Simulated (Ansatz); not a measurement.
# Work function of Re(0001): what the settings cost and change, part 2 of 2

Aim: the work function of Re(0001) against thickness and vacuum, with the cost.

Ansatz 0.2.0; plane-wave DFT, PBE, Ansatz PAW.

So far, work function, upper face (eV): step 2 (run, setting 1 layer) 5.69; step 4 (run, 3 atoms) 5.11; step 5 (slab, 4 atoms) 5.05; step 6 (run, 5 atoms) 5.04; step 7 (slab, 6 atoms) 5.03.

**8. Slab, 8 atoms**

System of this step: Re(0001). The cell holds 8 atoms: 8 Re. Cell: a = 2.760 Å, b = 2.760 Å, c = 33.601 Å, α = 90.0°, β = 90.0°, γ = 60.0°. Vacuum lies along c.

The input, input.yaml:

```yaml
crystal:
  lattice:
    - [2.76, 0.0, 0.0]
    - [1.38, 2.3902301144, 0.0]
    - [0.0, 0.0, 33.6009]
  atoms:
    - { symbol: Re, position: [0.6666666667, 0.6666666667, 0.2678499683] }
    - { symbol: Re, position: [0.0, 0.0, 0.3341785488] }
    - { symbol: Re, position: [0.6666666667, 0.6666666667, 0.4005071293] }
    - { symbol: Re, position: [0.0, 0.0, 0.4668357098] }
    - { symbol: Re, position: [0.6666666667, 0.6666666667, 0.5331642902] }
    - { symbol: Re, position: [0.0, 0.0, 0.5994928707] }
    - { symbol: Re, position: [0.6666666667, 0.6666666667, 0.6658214512] }
    - { symbol: Re, position: [0.0, 0.0, 0.7321500317] }
kpoints:
  mp_grid: { grid: [17, 17, 1] }
hamiltonian:
  xc: pbe
scf:
  occupations: { method: fermi_dirac, width: 0.1 }
  convergence: { dr2_threshold: 1.0e-09 }
efield:
  axis: 3
  dipole_correction: true
  ramp_position: 0.97
  ramp_width: 0.06
output:
  write_potential: true
  write_density: true
  volumetric_format: npy
```

Started as:

```sh
ansatz run input.yaml --threads 2 --pin off --max-ram 3072MiB --backend cpu --events-out ev --progress --plain --runs-dir out
```

Numbers of over 12 decimals in the logs are rounded to 6 here.

Output:

```text
[...]
Crystal: 8 atoms, lattice volume = 221.666 Å³
Basis set: ecut = 420 eV, 4343 PW (Γ)
Bands: 72, of which v1, the nominal top of the filled ones, is band 60 counted from 1 (59 counted from 0)
Symmetry: 6 space group operations
k-points: 33 of 289 (time reversal used)
[...]
k-point 0: bands = [... 56 lower, 9.2941, 9.2941, 9.4985, 9.4985, 9.6495, 9.6495, 9.7901, 10.6133, ... 8 higher]
  k-point 1: bands = [... 56 lower, 9.2815, 9.3865, 9.4011, 9.5101, 9.6107, 9.7690, 9.8749, 10.3993, ... 8 higher]
  k-point 2: bands = [... 56 lower, 9.4075, 9.4256, 9.4930, 9.6756, 9.6964, 9.8934, 9.9207, 10.0182, ... 8 higher]
  k-point 32: bands = [... 56 lower, 9.0709, 10.2870, 10.3375, 10.3577, 10.7328, 11.5171, 12.4979, 12.5406, ... 8 higher]
[key lines of the parts left out:]
SCF converged after 10 iterations
Free energy (F): -86942.369885 eV
Fermi energy:    10.471134 eV
Dipole field:    D = -0.000001 V/Å  (p = -0.000001 e·Å, saw-weighted, corrected)
Work function:   Φ+ = 5.0292 eV   Φ− = 5.0291 eV
```

The job ended after 34 s (2 threads of Arm Neoverse V2, shared host; peak memory 0.8 GiB; 68 s of CPU time).

The work function is 5.029 eV, -0.002 eV from the run “6 layers”, at 1.8 times its CPU time.

**9. Run, 10 atoms**

System of this step: Re(0001). The cell holds 10 atoms: 10 Re. Its edges and angles: a = 2.760 Å, b = 2.760 Å, c = 38.058 Å, α = 90.0°, β = 90.0°, γ = 60.0°. Vacuum lies along c.

input.yaml, the sections that differ from step 8:

```yaml
crystal:
  lattice:
    - [2.76, 0.0, 0.0]
    - [1.38, 2.3902301144, 0.0]
    - [0.0, 0.0, 38.0583]
  atoms:
    - { symbol: Re, position: [0.6666666667, 0.6666666667, 0.2364792962] }
    - { symbol: Re, position: [0.0, 0.0, 0.2950394526] }
    - { symbol: Re, position: [0.6666666667, 0.6666666667, 0.353599609] }
    - { symbol: Re, position: [0.0, 0.0, 0.4121597654] }
    - { symbol: Re, position: [0.6666666667, 0.6666666667, 0.4707199218] }
    - { symbol: Re, position: [0.0, 0.0, 0.5292800782] }
    - { symbol: Re, position: [0.6666666667, 0.6666666667, 0.5878402346] }
    - { symbol: Re, position: [0.0, 0.0, 0.646400391] }
    - { symbol: Re, position: [0.6666666667, 0.6666666667, 0.7049605474] }
    - { symbol: Re, position: [0.0, 0.0, 0.7635207038] }
# kpoints, hamiltonian, scf, efield, output: as in step 8
```

Output:

```text
[...]
Crystal: 10 atoms, lattice volume = 251.072 Å³
Basis set: ecut = 420 eV, 4897 PW (Γ)
Bands: 90, of which v1, the nominal top of the filled ones, is band 75 counted from 1 (74 counted from 0)
Symmetry: 6 space group operations
k-points: 33 of 289 (time reversal used)
[...]
k-point 1: bands = [... 71 lower, 10.8979, 10.9492, 11.0863, 11.1240, 11.2092, 11.2490, 11.3768, 11.6623, ... 11 higher]
  k-point 2: bands = [... 71 lower, 10.9992, 11.0431, 11.2124, 11.2165, 11.2467, 11.3876, 11.5432, 11.5643, ... 11 higher]
  k-point 32: bands = [... 71 lower, 11.8698, 11.8916, 11.9464, 11.9651, 12.2785, 12.8636, 13.6502, 14.1214, ... 11 higher]
[key lines of the parts left out:]
SCF converged after 10 iterations
Free energy (F): -108678.543066 eV
Fermi energy:    12.054410 eV
Dipole field:    D = 0.000004 V/Å  (p = 0.000006 e·Å, saw-weighted, corrected)
Work function:   Φ+ = 5.0325 eV   Φ− = 5.0327 eV
```

Run time: 57 s. Hardware: 2 threads; peak memory 1 GiB; 1.9 min of CPU time.

The work function is 5.033 eV, +0.003 eV from the run “8 layers”, at 1.7 times its CPU time.

**10. Run, 13 atoms**

System of this step: Re(0001). The cell holds 13 atoms: 13 Re. Its edges and angles: a = 2.760 Å, b = 2.760 Å, c = 44.744 Å, α = 90.0°, β = 90.0°, γ = 60.0°. Vacuum lies along c.

input.yaml, the sections that differ from step 9:

```yaml
crystal:
  lattice:
    - [2.76, 0.0, 0.0]
    - [1.38, 2.3902301144, 0.0]
    - [0.0, 0.0, 44.7444]
  atoms:
    - { symbol: Re, position: [0.0, 0.0, 0.2011424893] }
    - { symbol: Re, position: [0.6666666667, 0.6666666667, 0.2509520744] }
    - { symbol: Re, position: [0.0, 0.0, 0.3007616596] }
    - { symbol: Re, position: [0.6666666667, 0.6666666667, 0.3505712447] }
    - { symbol: Re, position: [0.0, 0.0, 0.4003808298] }
    - { symbol: Re, position: [0.6666666667, 0.6666666667, 0.4501904149] }
    - { symbol: Re, position: [0.0, 0.0, 0.5] }
    - { symbol: Re, position: [0.6666666667, 0.6666666667, 0.5498095851] }
    - { symbol: Re, position: [0.0, 0.0, 0.5996191702] }
    - { symbol: Re, position: [0.6666666667, 0.6666666667, 0.6494287553] }
    - { symbol: Re, position: [0.0, 0.0, 0.6992383404] }
    - { symbol: Re, position: [0.6666666667, 0.6666666667, 0.7490479256] }
    - { symbol: Re, position: [0.0, 0.0, 0.7988575107] }
# kpoints, hamiltonian, scf, efield, output: as in step 9
```

Output:

```text
[...]
Crystal: 13 atoms, lattice volume = 295.180 Å³
Basis set: ecut = 420 eV, 5783 PW (Γ)
Bands: 117, of which v1, the nominal top of the filled ones, is band 98 counted from 1 (97 counted from 0)
Symmetry: 6 space group operations
k-points: 33 of 289 (time reversal used)
[...]
k-point 1: bands = [... 94 lower, 12.7845, 12.8269, 12.9333, 12.9396, 12.9696, 13.0905, 13.1852, 13.2766, ... 15 higher]
  k-point 2: bands = [... 94 lower, 12.8785, 12.9452, 12.9822, 13.0084, 13.1335, 13.1547, 13.2817, 13.3379, ... 15 higher]
  k-point 32: bands = [... 94 lower, 13.7072, 13.7148, 13.7483, 13.8890, 14.2186, 14.7103, 15.3231, 15.9007, ... 15 higher]
[key lines of the parts left out:]
SCF converged after 10 iterations
Free energy (F): -141282.801163 eV
Fermi energy:    13.837840 eV
Dipole field:    D = -0.000001 V/Å  (p = -0.000001 e·Å, saw-weighted, corrected)
Work function:   Φ+ = 5.0333 eV   Φ− = 5.0333 eV
```

Wall time 1.7 min (2 threads); peak memory 1.4 GiB.

The work function is 5.033 eV, +0.001 eV from the run “10 layers”, at 1.8 times its CPU time.

**11. Run, 7 atoms**

System of this step: Re(0001). The cell holds 7 atoms: 7 Re. Its edges and angles: a = 2.760 Å, b = 2.760 Å, c = 23.372 Å, α = 90.0°, β = 90.0°, γ = 60.0°. Vacuum lies along c.

input.yaml, the sections that differ from step 10:

```yaml
crystal:
  lattice:
    - [2.76, 0.0, 0.0]
    - [1.38, 2.3902301144, 0.0]
    - [0.0, 0.0, 23.3722]
  atoms:
    - { symbol: Re, position: [0.0, 0.0, 0.2139293691] }
    - { symbol: Re, position: [0.6666666667, 0.6666666667, 0.3092862461] }
    - { symbol: Re, position: [0.0, 0.0, 0.404643123] }
    - { symbol: Re, position: [0.6666666667, 0.6666666667, 0.5] }
    - { symbol: Re, position: [0.0, 0.0, 0.595356877] }
    - { symbol: Re, position: [0.6666666667, 0.6666666667, 0.6907137539] }
    - { symbol: Re, position: [0.0, 0.0, 0.7860706309] }
# kpoints, hamiltonian, scf, efield, output: as in step 10
```

Output:

```text
[...]
Crystal: 7 atoms, lattice volume = 154.187 Å³
Basis set: ecut = 420 eV, 3001 PW (Γ)
Bands: 63, of which v1, the nominal top of the filled ones, is band 53 counted from 1 (52 counted from 0)
Symmetry: 6 space group operations
k-points: 33 of 289 (time reversal used)
[...]
k-point 1: bands = [... 49 lower, 13.2791, 13.3606, 13.5138, 13.5798, 13.7548, 13.7694, 14.3774, 14.5318, ... 6 higher]
  k-point 2: bands = [... 49 lower, 13.3730, 13.4410, 13.6672, 13.6785, 13.8574, 13.8702, 14.0492, 14.1203, ... 6 higher]
  k-point 32: bands = [... 49 lower, 13.0869, 14.2978, 14.3448, 14.4974, 15.1905, 16.2833, 16.5555, 16.5598, ... 6 higher]
[key lines of the parts left out:]
SCF converged after 9 iterations
Free energy (F): -76074.291882 eV
Fermi energy:    14.482495 eV
Dipole field:    D = 0.000000 V/Å  (p = 0.000000 e·Å, saw-weighted, corrected)
Work function:   Φ+ = 5.0218 eV (in doubt: plateau slope 5.7e-2 eV/Å)   Φ− = 5.0248 eV (in doubt: plateau slope 4.0e-2 eV/Å)
```

It took 23 s on 2 threads; peak memory 0.58 GiB; 46 s of CPU time.

The work function is 5.022 eV. The program marks this work function as in doubt.

**12. Run, 7 atoms (run 2)**

The cell differs from the one that the last finished run ended in (c 23.372 → 27.372 Å).

input.yaml, the sections that differ from step 11:

```yaml
crystal:
  lattice:
    - [2.76, 0.0, 0.0]
    - [1.38, 2.3902301144, 0.0]
    - [0.0, 0.0, 27.3722]
  atoms:
    - { symbol: Re, position: [0.0, 0.0, 0.2557339198] }
    - { symbol: Re, position: [0.6666666667, 0.6666666667, 0.3371559465] }
    - { symbol: Re, position: [0.0, 0.0, 0.4185779733] }
    - { symbol: Re, position: [0.6666666667, 0.6666666667, 0.5] }
    - { symbol: Re, position: [0.0, 0.0, 0.5814220267] }
    - { symbol: Re, position: [0.6666666667, 0.6666666667, 0.6628440535] }
    - { symbol: Re, position: [0.0, 0.0, 0.7442660802] }
# kpoints, hamiltonian, scf, efield, output: as in step 11
```

Output:

```text
[...]
Crystal: 7 atoms, lattice volume = 180.575 Å³
Basis set: ecut = 420 eV, 3529 PW (Γ)
Bands: 63, of which v1, the nominal top of the filled ones, is band 53 counted from 1 (52 counted from 0)
Symmetry: 6 space group operations
k-points: 33 of 289 (time reversal used)
[...]
k-point 1: bands = [... 49 lower, 10.4282, 10.5095, 10.6628, 10.7287, 10.9029, 10.9183, 11.5293, 11.6792, ... 6 higher]
  k-point 2: bands = [... 49 lower, 10.5219, 10.5901, 10.8161, 10.8274, 11.0048, 11.0191, 11.1995, 11.2693, ... 6 higher]
  k-point 32: bands = [... 49 lower, 10.2358, 11.4467, 11.4938, 11.6464, 12.3394, 13.4323, 13.7044, 13.7087, ... 6 higher]
[key lines of the parts left out:]
SCF converged after 9 iterations
Free energy (F): -76074.291624 eV
Fermi energy:    11.631451 eV
Dipole field:    D = 0.000001 V/Å  (p = 0.000001 e·Å, saw-weighted, corrected)
Work function:   Φ+ = 5.0294 eV   Φ− = 5.0295 eV
```

It took 24 s on 2 threads; peak memory 0.65 GiB; 48 s of CPU time.

The work function is 5.029 eV, +0.008 eV from the run “7 layers, 10 Å of vacuum”, at 1.0 times its CPU time.

**13. Slab, 7 atoms**

The cell differs from the one that the last finished run ended in (c 27.372 → 39.372 Å).

input.yaml, the sections that differ from step 12:

```yaml
crystal:
  lattice:
    - [2.76, 0.0, 0.0]
    - [1.38, 2.3902301144, 0.0]
    - [0.0, 0.0, 39.3722]
  atoms:
    - { symbol: Re, position: [0.0, 0.0, 0.3301822098] }
    - { symbol: Re, position: [0.6666666667, 0.6666666667, 0.3867881399] }
    - { symbol: Re, position: [0.0, 0.0, 0.4433940699] }
    - { symbol: Re, position: [0.6666666667, 0.6666666667, 0.5] }
    - { symbol: Re, position: [0.0, 0.0, 0.5566059301] }
    - { symbol: Re, position: [0.6666666667, 0.6666666667, 0.6132118601] }
    - { symbol: Re, position: [0.0, 0.0, 0.6698177902] }
# kpoints, hamiltonian, scf, efield, output: as in step 12
```

Output:

```text
[...]
Crystal: 7 atoms, lattice volume = 259.740 Å³
Basis set: ecut = 420 eV, 5069 PW (Γ)
Bands: 63, of which v1, the nominal top of the filled ones, is band 53 counted from 1 (52 counted from 0)
Symmetry: 6 space group operations
k-points: 33 of 289 (time reversal used)
[...]
k-point 0: bands = [... 49 lower, 5.3218, 5.5422, 5.5422, 5.6481, 5.7207, 5.7207, 6.6153, 6.9678, ... 6 higher]
  k-point 1: bands = [... 49 lower, 5.3504, 5.4317, 5.5850, 5.6508, 5.8250, 5.8405, 6.4515, 6.6014, ... 6 higher]
  k-point 2: bands = [... 49 lower, 5.4441, 5.5122, 5.7383, 5.7496, 5.9270, 5.9412, 6.1216, 6.1914, ... 6 higher]
  k-point 32: bands = [... 49 lower, 5.1580, 6.3689, 6.4159, 6.5685, 7.2616, 8.3544, 8.6266, 8.6308, ... 6 higher]
[key lines of the parts left out:]
SCF converged after 10 iterations
Free energy (F): -76074.291793 eV
Fermi energy:    6.553582 eV
Dipole field:    D = 0.000000 V/Å  (p = 0.000000 e·Å, saw-weighted, corrected)
Work function:   Φ+ = 5.0294 eV   Φ− = 5.0294 eV
```

It took 36 s on 2 threads; peak memory 0.82 GiB; 72 s of CPU time.

The work function is 5.029 eV, -0.000 eV from the run “7 layers, 14 Å of vacuum”, at 1.5 times its CPU time.

**14. Comparing the runs**

Times are for 2 threads of Arm Neoverse V2, shared host. The series side by side:

| no. | setting | work function, upper face (eV) | time | memory (GiB) |
| --- | --- | --- | --- | --- |
| 1 | 1 layer | 5.685 | 3.1 s | 0.37 |
| 2 | 2 layers | 5.139 | 5 s | 0.37 |
| 3 | 3 layers | 5.108 | 8.2 s | 0.42 |
| 4 | 4 layers | 5.050 | 12 s | 0.47 |
| 5 | 5 layers | 5.043 | 16 s | 0.53 |
| 6 | 6 layers | 5.031 | 20 s | 0.62 |
| 7 | 8 layers | 5.029 | 34 s | 0.8 |
| 8 | 10 layers | 5.033 | 57 s | 1.0 |
| 9 | 13 layers | 5.033 | 1.7 min | 1.4 |
| 10 | 7 layers, 10 Å of vacuum | 5.022 | 23 s | 0.58 |
| 11 | 7 layers, 14 Å of vacuum | 5.029 | 24 s | 0.65 |
| 12 | 7 layers, 26 Å of vacuum | 5.029 | 36 s | 0.82 |

**15. A changed input**

System of this step: Re(0001) monolayer. The cell holds 1 atom: 1 Re. Its edges and angles: a = 2.760 Å, b = 2.760 Å, c = 18.000 Å, α = 90.0°, β = 90.0°, γ = 60.0°. Vacuum lies along c.

An input spoilt on purpose, to show how the run answers: it repeats the earlier run “1 layer” with crystal.atoms[0].symbol from Re to REx, and scf.max_iter set to 50; its output block differs too.

input.yaml, the sections that differ from step 13:

```yaml
crystal:
  lattice:
    - [2.76, 0.0, 0.0]
    - [1.38, 2.3902301144, 0.0]
    - [0.0, 0.0, 18.0]
  atoms:
    - { symbol: REx, position: [0.6666666667, 0.6666666667, 0.5] }
scf:
  occupations: { method: fermi_dirac, width: 0.1 }
  convergence: { dr2_threshold: 1.0e-09 }
  max_iter: 50
# kpoints, hamiltonian, efield, output: as in step 13
```

Output:

```text
Error: YAML parse error: error: line 7 column 17: `REx` is not an element symbol (H … Og, case-exact)
 --> <input>:7:17
  |
5 |     - [0.0, 0.0, 18.0]
6 |   atoms:
7 |     - { symbol: REx, position: [0.6666666667, 0.6666666667, 0.5] }
  |                 ^ `REx` is not an element symbol (H … Og, case-exact)
8 | kpoints:
9 |   mp_grid: { grid: [17, 17, 1] }
  |
```

The job ended after 0.01 s (2 threads; peak memory 0.06 GiB).

The input was rejected at the start.

The program's message: “Error: YAML parse error: error: line 7 column 17: `REx` is not an element symbol (H … Og, case-exact)”

The fault put into the input: an unknown element.

**16. Outcome**

| Property | Result |
| --- | --- |
| work function, 1 layer | 5.685 eV |
| work function, 6 layers | 5.031 eV |
| work function, 13 layers | 5.033 eV |
| work function, 7 layers, 10 Å of vacuum | 5.022 eV |

The thickest slab gives 5.03 eV, and the settings tried spread the value from 5.02 to 5.69 eV. At 18 Å of vacuum, the slabs from 4 layers on stay within 0.02 eV of the thickest. Going from 10 to 26 Å of vacuum moves it by 0.008 eV. The program marks the value as in doubt in “7 layers, 10 Å of vacuum”. The ladder's slabs use the tabulated experimental lattice constant (two decimals; a low-temperature value for the alkali metals). In 1 run of the series (7 layers, 10 Å of vacuum) the program warns that electrons reach the sawtooth's ramp, which makes dipole and work function less sure.

Comparison with the measured values:

| quantity | measured | 13 layers |
| --- | --- | --- |
| work function (clean (0001) face, a compiled value) (eV) | 5.15 | 5.03 (-0.12 eV) |

Measured values from arxiv:1902.07811 (2019).

**Verdict.** The work function is off by -0.12 eV: good agreement. The grades are ours: good and fair within 3 and 7 % for the work function. No cell relaxation is part of this session.

[Logs are printed without paths, hosts, clocks, repeated set-up lines and the standing remarks that a program may print on its own settings, such as how far it seeks lower states.]

[Hosts, paths, dates, database ids (printed as entryN), source tags and the programs' standing remarks are cut or masked in the printed files.]

[Maps of the electrostatic potential energy from Ansatz leave out the sawtooth potential of an applied field or a dipole correction, so their vacuum need not be flat; planar profiles and work functions include it.]
